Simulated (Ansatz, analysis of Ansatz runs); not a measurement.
## La2PbS4 (I-42d), nudged elastic band: Pb_i by the interstitialcy path (q = +2)

How high is the barrier when Pb changes place in La2PbS4 (I-42d)? The case: Pb_i by the interstitialcy path, charge +2, in a cell of 56 host atoms with 1 Pb put in.

Calculated with Ansatz 0.2.0; plane-wave PAW DFT, PBEsol; nudged elastic band between two relaxed defect structures at fixed charge in a uniform background.

## 1. The starting structure

The cell holds 57 atoms: 16 La, 9 Pb and 32 S. Cell: a = 12.256 Å, b = 12.256 Å, c = 12.285 Å, α = 59.9°, β = 59.9°, γ = 60.2°. It derives from La2PbS4 (space group I-42d). Nearest the centre at fractional (0.564, 0.249, 0.876): Pb57 at 1.32 Å, Pb19 at 1.32 Å, S26 at 2.37 Å, S50 at 2.37 Å, S31 at 2.45 Å, La6 at 3.11 Å, La3 at 3.17 Å, S36 at 3.33 Å. The cell carries charge +2.

The cell's shortest repeat is 12.3 Å.

## 2. Relaxation of the start point, charge +2

A barrier is counted from a minimum, so both ends are relaxed first. Small random displacements break the symmetry of the ideal sites, so that the defect can distort if it gains by it. The charge of +2 is set by the electron count, and a uniform background keeps the cell neutral.

The input, qp2.start/input.yaml:

```yaml
crystal:
  lattice:
    - [0.0, 8.68700356, 8.64614061]
    - [8.68700356, 0.0, 8.64614061]
    - [8.68700356, 8.68700356, 0.0]
  atoms:
    - { symbol: La, position: [0.12006091, 0.00493909, 0.12993909] }
    - { symbol: La, position: [0.37006091, 0.25493909, 0.37993909] }
    - { symbol: La, position: [0.62006091, 0.50493909, 0.62993909] }
    - { symbol: La, position: [0.87006091, 0.75493909, 0.87993909] }
    - { symbol: La, position: [0.00493909, 0.12006091, 0.74506091] }
    - { symbol: La, position: [0.25493909, 0.37006091, 0.99506091] }
    - { symbol: La, position: [0.50493909, 0.62006091, 0.24506091] }
    - { symbol: La, position: [0.75493909, 0.87006091, 0.49506091] }
    - { symbol: La, position: [0.24506091, 0.62993909, 0.62006091] }
    - { symbol: La, position: [0.49506091, 0.87993909, 0.87006091] }
    - { symbol: La, position: [0.74506091, 0.12993909, 0.12006091] }
    - { symbol: La, position: [0.99506091, 0.37993909, 0.37006091] }
    - { symbol: La, position: [0.12993909, 0.74506091, 0.00493909] }
    - { symbol: La, position: [0.37993909, 0.99506091, 0.25493909] }
    - { symbol: La, position: [0.62993909, 0.24506091, 0.50493909] }
    - { symbol: La, position: [0.87993909, 0.49506091, 0.75493909] }
    - { symbol: Pb, position: [0.125, 0.625, 0.375] }
    - { symbol: Pb, position: [0.375, 0.875, 0.625] }
    - { symbol: Pb, position: [0.625, 0.125, 0.875] }
    - { symbol: Pb, position: [0.875, 0.375, 0.125] }
    - { symbol: Pb, position: [0.0, 0.0, 0.5] }
    - { symbol: Pb, position: [0.25, 0.25, 0.75] }
    - { symbol: Pb, position: [0.5, 0.5, 0.0] }
    - { symbol: Pb, position: [0.75, 0.75, 0.25] }
    - { symbol: S, position: [0.22082915, 0.97337449, 0.85559432] }
    - { symbol: S, position: [0.47082915, 0.22337449, 0.10559432] }
    - { symbol: S, position: [0.72082915, 0.47337449, 0.35559432] }
    - { symbol: S, position: [0.97082915, 0.72337449, 0.60559432] }
    - { symbol: S, position: [0.23059432, 0.82520204, 0.34582915] }
    - { symbol: S, position: [0.48059432, 0.07520204, 0.59582915] }
    - { symbol: S, position: [0.73059432, 0.32520204, 0.84582915] }
    - { symbol: S, position: [0.98059432, 0.57520204, 0.09582915] }
    - { symbol: S, position: [0.07520204, 0.48059432, 0.84837449] }
    - { symbol: S, position: [0.32520204, 0.73059432, 0.09837449] }
    - { symbol: S, position: [0.57520204, 0.98059432, 0.34837449] }
    - { symbol: S, position: [0.82520204, 0.23059432, 0.59837449] }
    - { symbol: S, position: [0.09837449, 0.84582915, 0.73059432] }
    - { symbol: S, position: [0.34837449, 0.09582915, 0.98059432] }
    - { symbol: S, position: [0.59837449, 0.34582915, 0.23059432] }
    - { symbol: S, position: [0.84837449, 0.59582915, 0.48059432] }
    - { symbol: S, position: [0.10559432, 0.20020204, 0.22337449] }
    - { symbol: S, position: [0.35559432, 0.45020204, 0.47337449] }
    - { symbol: S, position: [0.60559432, 0.70020204, 0.72337449] }
    - { symbol: S, position: [0.85559432, 0.95020204, 0.97337449] }
    - { symbol: S, position: [0.09582915, 0.34837449, 0.57520204] }
    - { symbol: S, position: [0.34582915, 0.59837449, 0.82520204] }
    - { symbol: S, position: [0.59582915, 0.84837449, 0.07520204] }
    - { symbol: S, position: [0.84582915, 0.09837449, 0.32520204] }
    - { symbol: S, position: [0.20020204, 0.10559432, 0.47082915] }
    - { symbol: S, position: [0.45020204, 0.35559432, 0.72082915] }
    - { symbol: S, position: [0.70020204, 0.60559432, 0.97082915] }
    - { symbol: S, position: [0.95020204, 0.85559432, 0.22082915] }
    - { symbol: S, position: [0.22337449, 0.47082915, 0.20020204] }
    - { symbol: S, position: [0.47337449, 0.72082915, 0.45020204] }
    - { symbol: S, position: [0.72337449, 0.97082915, 0.70020204] }
    - { symbol: S, position: [0.97337449, 0.22082915, 0.95020204] }
    - { symbol: Pb, position: [0.502062, 0.372938, 0.877062] }
total_charge: 2
basis:
  ecutwfc: 420
  xc_grid: 2
hamiltonian:
  xc: pbesol
kpoints:
  mp_grid: { grid: [1, 1, 1], shift: [0.25, 0.25, 0.25] }
scf:
  occupations: { method: fixed }
  max_iter: 150
output:
  forces: true
relax:
  f_tol: 0.02
  max_steps: 70
  random_displacement: { amplitude: 0.03, seed: 4892 }
```

Started as:

```
> ansatz run input.yaml --threads 32 --pin off --max-ram 84787MiB --backend cuda --events-out ev --progress --plain --runs-dir out --max-vram 78GiB
```

Numbers of over 12 decimals in the logs are rounded to 6 here.

Log:

```text
[... repeated set-up lines and file paths are left out, and long positions are rounded to six places ...]
The last accepted step is kept in <dir> (removed where the run ends without a failure and the disk answers)
Engine: ansatz 0.2.0, aarch64-unknown-linux-gnu
Pseudopotentials: kind: paw
Pseudopotential: La, paw, valence charge 11, recommended cutoff 420 eV (normal), La.paw.azcp
Pseudopotential: Pb, paw, valence charge 14, recommended cutoff 420 eV (normal), Pb.paw.azcp
Pseudopotential: S, paw, valence charge 6, recommended cutoff 420 eV (normal), S.paw.azcp
Functional definition: PBEsol
  exchange = pbesol_x
  correlation = pbesol_c
[...]
Crystal: 57 atoms, lattice volume = 1304.945 Å³
Basis set: ecut = 420 eV, 25557 PW (Γ), exchange–correlation on 180×180×180 points (8 copies of the dense FFT grid, shifted against one another)
Bands: 303, of which v1, the nominal top of the filled ones, is band 246 counted from 1 (245 counted from 0)
Symmetry: 1 space group operations
k-points: 1
Non-local potential: La, projectors of the file, l = 0: 3, l = 1: 2, l = 2: 2, l = 3: 3
Non-local potential: Pb, projectors of the file, l = 0: 2, l = 1: 2, l = 2: 2, l = 3: 2
Non-local potential: S, projectors of the file, l = 0: 2, l = 1: 2, l = 2: 2
PAW form: soft (Blöchl's): semilocal exchange-correlation on the pseudo side does not see the compensation charge
PAW frozen core: La, regenerated for the run's functional, and the local potential with it (the file was generated under x = pbe(κ = 0.804, μ = 0.219515), c = pbe(β = 0.066725))
PAW frozen core: Pb, regenerated for the run's functional, and the local potential with it (the file was generated under x = pbe(κ = 0.804, μ = 0.219515), c = pbe(β = 0.066725))
PAW frozen core: S, regenerated for the run's functional, and the local potential with it (the file was generated under x = pbe(κ = 0.804, μ = 0.219515), c = pbe(β = 0.066725))
PAW one-centre angular grid: La, 590 points (default); XC on 64 Gauss nodes
PAW one-centre angular grid: Pb, 590 points (default); XC on 64 Gauss nodes
PAW one-centre angular grid: S, 110 points (default); XC on 64 Gauss nodes
Initial density: superposition of atomic densities (neutral atoms scaled as one to the charged cell's electrons: chi_scale 0, normalization atom), corrected by the library's trained network
Initial wavefunctions: pseudopotential atomic-orbital guess
[...]
Functional: x = pbesol(κ = 0.804, μ = 0.123457), c = pbesol(β = 0.046)
SCF iter   1: F=—  HF=-232801.451641 eV  |F-HF|=—  |Δ(HF+E_count)|=         —  Δρ=6.85e-3  dr2=1.08e0  ethr=1.77e-3  ⟨swp⟩=6.0  Hψ=1328  notcnv=0  defer=55
preconditioner: auto → Resta (q_TF=auto, 2.319 Å⁻¹)  ε∞=4.4  [insulator: Δε(μ)=1.083 eV  Ē_g=11.926 eV  n_scr=282 (ndim 8)  ℏωp=22.0 eV  f_vac=0.000  ε∞_Penn≈4.4]
SCF iter   2: F=—  HF=-232801.186538 eV  |F-HF|=—  |Δ(HF+E_count)|=   2.65e-1  Δρ=2.57e-3  dr2=1.19e-1  ethr=2.20e-4  ⟨swp⟩=4.0  Hψ=438  notcnv=0  defer=55
[...]
SCF iter   7: F=-232801.169913 eV  HF=-232801.169921 eV  |F-HF|=7.04e-6  |Δ(HF+E_count)|=   1.59e-6  Δρ=1.36e-5  dr2=9.09e-6  ethr=2.03e-9  ⟨swp⟩=6.0  Hψ=1141  notcnv=0
SCF 1 converged in 7 iterations: F = -232801.169913 eV  dr2 = 9.09e-6
  greatest PAW one-centre occupation: 0.981 electrons in one spin orbital (limit 2), on the Pb atom at site 19 (counted from 0), in its partial waves of l = 2
relax step   1: F+E_penalty+E_count = -232801.16991350 eV  Δ(F+E_penalty+E_count) = +0.000e0 eV  max|allowed force component| = 5.623e0 eV/Å  Δτ_max = 0.0000 Å  (7 SCF iters, dr2 threshold 1.00e-5 eV, accepted)
[...]
iter 1 solved again at ethr=1.69e-4 eV; its pass at ethr=3.10e-3 eV (dr2=8.30e-1 eV) is discarded
SCF iter   1: F=—  HF=-232805.593572 eV  |F-HF|=—  |Δ(HF+E_count)|=         —  Δρ=4.89e-3  dr2=8.36e-1  ethr=1.69e-4  ⟨swp⟩=3.0  Hψ=1277  notcnv=0  defer=55
SCF iter   2: F=—  HF=-232805.402533 eV  |F-HF|=—  |Δ(HF+E_count)|=   1.91e-1  Δρ=2.13e-3  dr2=1.03e-1  ethr=1.69e-4  ⟨swp⟩=4.0  Hψ=482  notcnv=0  defer=55
[...]
SCF 2 converged in 6 iterations: F = -232805.375159 eV  dr2 = 1.25e-5
[...]
SCF 3 converged in 6 iterations: F = -232807.135976 eV  dr2 = 1.67e-5
[...]
SCF 4 converged in 5 iterations: F = -232807.438432 eV  dr2 = 5.04e-5
[...]
SCF 5 converged in 5 iterations: F = -232807.483343 eV  dr2 = 1.87e-5
[...]
SCF 6 converged in 6 iterations: F = -232807.509903 eV  dr2 = 8.26e-7
[...]
SCF 7 converged in 7 iterations: F = -232807.474202 eV  dr2 = 2.87e-7
[...]
SCF 8 converged in 8 iterations: F = -232807.513697 eV  dr2 = 1.40e-8
[...]
SCF 9 converged in 6 iterations: F = -232807.515113 eV  dr2 = 5.80e-8
[...]
SCF converged after 6 iterations
[...]
atoms:
    - { symbol: La, position: [0.117748, 0.007239, 0.129754] }
    - { symbol: La, position: [0.366802, 0.254982, 0.385090] }
    - { symbol: La, position: [0.628187, 0.524107, 0.596878] }
    - { symbol: La, position: [0.876844, 0.746662, 0.879486] }
    - { symbol: La, position: [0.010023, 0.117701, 0.742986] }
    - { symbol: La, position: [0.221878, 0.374859, 1.005242] }
    - { symbol: La, position: [0.505437, 0.620689, 0.251005] }
    - { symbol: La, position: [0.755564, 0.868676, 0.493689] }
    - { symbol: La, position: [0.241748, 0.632716, 0.616740] }
    - { symbol: La, position: [0.491755, 0.883204, 0.867994] }
    - { symbol: La, position: [0.748254, 0.126013, 0.124629] }
    - { symbol: La, position: [0.996534, 0.378257, 0.372855] }
    - { symbol: La, position: [0.130392, 0.742749, 0.006183] }
    - { symbol: La, position: [0.372935, 0.991343, 0.259775] }
    - { symbol: La, position: [0.631467, 0.245414, 0.503431] }
    - { symbol: La, position: [0.886032, 0.499426, 0.747497] }
    - { symbol: Pb, position: [0.126440, 0.622612, 0.373696] }
    - { symbol: Pb, position: [0.373468, 0.876275, 0.626096] }
    - { symbol: Pb, position: [0.643284, 0.080025, 0.874543] }
    - { symbol: Pb, position: [0.867977, 0.369424, 0.127692] }
    - { symbol: Pb, position: [-0.000832, 0.001358, 0.501790] }
    - { symbol: Pb, position: [0.251680, 0.248162, 0.749077] }
    - { symbol: Pb, position: [0.501929, 0.526245, 0.014672] }
    - { symbol: Pb, position: [0.753001, 0.759090, 0.242539] }
    - { symbol: S, position: [0.222473, 0.970061, 0.857299] }
    - { symbol: S, position: [0.466670, 0.203497, 0.139041] }
    - { symbol: S, position: [0.724510, 0.474103, 0.351915] }
    - { symbol: S, position: [0.970163, 0.727857, 0.603166] }
    - { symbol: S, position: [0.226653, 0.824541, 0.344696] }
    - { symbol: S, position: [0.481759, 0.075419, 0.597528] }
    - { symbol: S, position: [0.762315, 0.316299, 0.843875] }
    - { symbol: S, position: [0.976842, 0.575364, 0.099062] }
    - { symbol: S, position: [0.068740, 0.484166, 0.845368] }
    - { symbol: S, position: [0.325950, 0.732045, 0.101791] }
    - { symbol: S, position: [0.576031, 0.974661, 0.354502] }
    - { symbol: S, position: [0.819794, 0.232697, 0.601662] }
    - { symbol: S, position: [0.095156, 0.848457, 0.730192] }
    - { symbol: S, position: [0.346599, 0.099386, 0.980652] }
    - { symbol: S, position: [0.599239, 0.347311, 0.230648] }
    - { symbol: S, position: [0.854799, 0.598105, 0.475460] }
    - { symbol: S, position: [0.099000, 0.196595, 0.231083] }
    - { symbol: S, position: [0.353044, 0.453318, 0.467721] }
    - { symbol: S, position: [0.604562, 0.698137, 0.722840] }
    - { symbol: S, position: [0.855054, 0.948013, 0.973080] }
    - { symbol: S, position: [0.095603, 0.347752, 0.574106] }
    - { symbol: S, position: [0.329629, 0.609543, 0.817896] }
    - { symbol: S, position: [0.594881, 0.847682, 0.073816] }
    - { symbol: S, position: [0.843315, 0.097588, 0.325102] }
    - { symbol: S, position: [0.198970, 0.105584, 0.471626] }
    - { symbol: S, position: [0.441250, 0.366942, 0.703265] }
    - { symbol: S, position: [0.698856, 0.607446, 0.970510] }
    - { symbol: S, position: [0.949277, 0.857947, 0.217499] }
    - { symbol: S, position: [0.224709, 0.469534, 0.196692] }
    - { symbol: S, position: [0.468634, 0.726008, 0.443692] }
    - { symbol: S, position: [0.726753, 0.963184, 0.700642] }
    - { symbol: S, position: [0.978398, 0.219034, 0.950466] }
    - { symbol: Pb, position: [0.517320, 0.355284, 0.891523] }
```

The job ended after 5.5 s (1 × NVIDIA GB200 with 32 threads of Arm Neoverse V2, shared host; peak memory 1.5 GiB; 24 s of CPU time).

Step by step:

```
step  energy less that of the first step (eV)  largest force component (eV/Å)
   1                                   0.0000                          5.6226
   2                                  -4.2052                          2.4908
   3                                  -5.9661                          1.0492
   4                                  -6.2685                          0.5183
   5                                  -6.3134                          0.1851
   6                                  -6.3400                          0.0795
   7                                  -6.3043                          0.2509
   8                                  -6.3438                          0.0364
   9                                  -6.3452                          0.0150
```

Relaxation step 7 was tried and not accepted.

The atoms that moved most (Å, from the sites as typed, ahead of the random displacement, the mean shift of all atoms taken out):

```
atom      dx      dy      dz  length
Pb19  -0.392   0.155  -0.226   0.479
Pb23   0.358   0.144   0.248   0.459
 S26   0.121   0.255  -0.203   0.348
 La3  -0.118  -0.216   0.240   0.344
 S31  -0.092   0.259   0.202   0.341
 La6   0.133  -0.198  -0.240   0.339
Pb57  -0.025   0.258  -0.016   0.260
 S50  -0.051  -0.230   0.025   0.237
```

Neighbours of Pb57 at the end:

```
atom  distance (Å)
 S31         2.584
 S26         2.585
 S50         2.817
 S46         2.819
Pb19         3.001
Pb23         3.035
 La6         3.086
 La3         3.097
```

Read from the output:

```
free energy                                                                                       : -232807.5151 eV
r.m.s. move of the farther half of the atoms                                                      : 0.05662 Å
largest move from the ideal geometry of this structure, a common shift of the far atoms taken out : 0.4794 Å
```

The relaxation gained 6.345 eV and ended with a largest force component of 0.015 eV/Å.

## 3. Relaxation of the end point, charge +2

The end point is relaxed in the same cell and settings, so that the two energies compare. Atoms more than 3.2 Å from the middle of the hop start where the first relaxation left them, the nearer ones on or close to their ideal places, with small random displacements.

The input, qp2.end/input.yaml:

```yaml
crystal:
  lattice:
    - [0.0, 8.68700356, 8.64614061]
    - [8.68700356, 0.0, 8.64614061]
    - [8.68700356, 8.68700356, 0.0]
  atoms:
    - { symbol: La, position: [0.11860651, 0.00647297, 0.13002615] }
    - { symbol: La, position: [0.36766087, 0.25421583, 0.38536211] }
    - { symbol: La, position: [0.62006091, 0.50493909, 0.62993909] }
[... 2 atom lines left out ...]
    - { symbol: La, position: [0.25493909, 0.37006091, 0.99506091] }
[... 4 atom lines left out ...]
    - { symbol: La, position: [0.74911287, 0.12524706, 0.12490108] }
[... 7 atom lines left out ...]
    - { symbol: Pb, position: [0.8729, 0.0021, 0.7479] }
[... 6 atom lines left out ...]
    - { symbol: S, position: [0.47082915, 0.22337449, 0.10559432] }
[... 4 atom lines left out ...]
    - { symbol: S, position: [0.73059432, 0.32520204, 0.84582915] }
[... 4 atom lines left out ...]
    - { symbol: S, position: [0.82065247, 0.23193143, 0.60193354] }
[... 1 atom line left out ...]
    - { symbol: S, position: [0.34745779, 0.09862052, 0.98092382] }
[... 5 atom lines left out ...]
    - { symbol: S, position: [0.85591268, 0.94724724, 0.97335199] }
[... 1 atom line left out ...]
    - { symbol: S, position: [0.33048792, 0.60877666, 0.81816791] }
[... 3 atom lines left out ...]
    - { symbol: S, position: [0.45020204, 0.35559432, 0.72082915] }
[... 6 atom lines left out ...]
    - { symbol: Pb, position: [0.625, 0.125, 0.875] }
total_charge: 2
basis:
  ecutwfc: 420
  xc_grid: 2
hamiltonian:
  xc: pbesol
kpoints:
  mp_grid: { grid: [1, 1, 1], shift: [0.25, 0.25, 0.25] }
scf:
  occupations: { method: fixed }
  max_iter: 150
output:
  forces: true
relax:
  f_tol: 0.02
  max_steps: 70
  random_displacement: { amplitude: 0.01, seed: 4892 }
```

Log:

```text
[...]
Crystal: 57 atoms, lattice volume = 1304.945 Å³
Basis set: ecut = 420 eV, 25557 PW (Γ), exchange–correlation on 180×180×180 points (8 copies of the dense FFT grid, shifted against one another)
Bands: 303, of which v1, the nominal top of the filled ones, is band 246 counted from 1 (245 counted from 0)
Symmetry: 1 space group operations
k-points: 1
[...]
SCF iter   1: F=—  HF=-232801.616651 eV  |F-HF|=—  |Δ(HF+E_count)|=         —  Δρ=6.87e-3  dr2=1.12e0  ethr=1.77e-3  ⟨swp⟩=6.0  Hψ=1228  notcnv=0  defer=55
[...]
SCF iter   2: F=—  HF=-232801.348754 eV  |F-HF|=—  |Δ(HF+E_count)|=   2.68e-1  Δρ=2.55e-3  dr2=1.15e-1  ethr=2.28e-4  ⟨swp⟩=4.0  Hψ=557  notcnv=0  defer=55
[...]
SCF iter   7: F=-232801.333193 eV  HF=-232801.333195 eV  |F-HF|=1.72e-6  |Δ(HF+E_count)|=   2.09e-6  Δρ=1.03e-5  dr2=3.36e-6  ethr=2.03e-9  ⟨swp⟩=6.0  Hψ=1139  notcnv=0
[...]
- { symbol: Pb, position: [0.377472, 0.873717, 0.622855] }
    - { symbol: Pb, position: [0.853420, 0.017276, 0.737469] }
    - { symbol: Pb, position: [0.870172, 0.367803, 0.134051] }
    - { symbol: Pb, position: [0.025562, 0.001601, 0.457954] }
    - { symbol: Pb, position: [0.259109, 0.253096, 0.745024] }
    - { symbol: Pb, position: [0.501922, 0.499703, -0.002936] }
    - { symbol: Pb, position: [0.749544, 0.751108, 0.251040] }
    - { symbol: S, position: [0.226902, 0.969350, 0.861020] }
    - { symbol: S, position: [0.464981, 0.226080, 0.108288] }
    - { symbol: S, position: [0.719661, 0.478754, 0.351865] }
    - { symbol: S, position: [0.970657, 0.724923, 0.609181] }
    - { symbol: S, position: [0.232620, 0.827107, 0.339396] }
    - { symbol: S, position: [0.475011, 0.076963, 0.595210] }
    - { symbol: S, position: [0.734284, 0.319494, 0.843911] }
    - { symbol: S, position: [0.985020, 0.569326, 0.101411] }
[...]
- { symbol: S, position: [0.228765, 0.469151, 0.198940] }
    - { symbol: S, position: [0.470413, 0.721457, 0.450415] }
    - { symbol: S, position: [0.704055, 0.964902, 0.690814] }
    - { symbol: S, position: [0.973583, 0.223671, 0.950198] }
    - { symbol: Pb, position: [0.579426, 0.144177, 0.900928] }
[key lines of the parts left out:]
SCF converged after 2 iterations
```

Elapsed: 5.8 s, on 1 × NVIDIA GB200 with 32 threads; peak memory 1.4 GiB; 21 s of CPU time.

The steps of the relaxation:

```
step  energy less that of the first step (eV)  largest force component (eV/Å)
   1                                   0.0000                          4.6930
   2                                  -4.0238                          2.3193
   3                                  -5.7296                          0.5744
   4                                  -6.1482                          0.2029
   5                                  -6.1644                          0.1142
   6                                  -6.1690                          0.0565
   7                                  -6.1713                          0.0059
   8                                  -6.1713                          0.0058
```

The atoms that moved most (Å, from the sites as typed, ahead of the random displacement):

```
atom      dx      dy      dz  length
Pb57   0.393  -0.171  -0.227   0.485
Pb23  -0.378  -0.163  -0.229   0.471
Pb21  -0.374  -0.161   0.231   0.468
 S55  -0.065  -0.292  -0.181   0.350
 S36   0.021  -0.244   0.228   0.335
 La5   0.146   0.186   0.206   0.314
 La4  -0.048   0.134  -0.234   0.274
Pb19   0.042  -0.260  -0.036   0.266
```

Neighbours of Pb57 at the end:

```
atom  distance (Å)
 S26         2.654
 S38         2.757
 S50         2.788
Pb19         2.984
 S47         3.125
 S31         3.151
 S55         3.495
 S44         3.507
```

This step gave:

```
free energy                                                                                       : -232807.5045 eV
r.m.s. move of the farther half of the atoms                                                      : 0.1077 Å
largest move from the ideal geometry of this structure, a common shift of the far atoms taken out : 0.4924 Å
```

The relaxation gained 6.171 eV and ended with a largest force component of 0.0058 eV/Å. The end lies 0.011 eV above the start.

(Part 1 of 3 ends here.)

[Logs are printed without paths, hosts, clocks, repeated set-up lines and the standing remarks that a program may print on its own settings, such as how far it seeks lower states.]

[Hosts, paths, dates, database ids (printed as entryN), source tags and the programs' standing remarks are cut or masked in the printed files.]
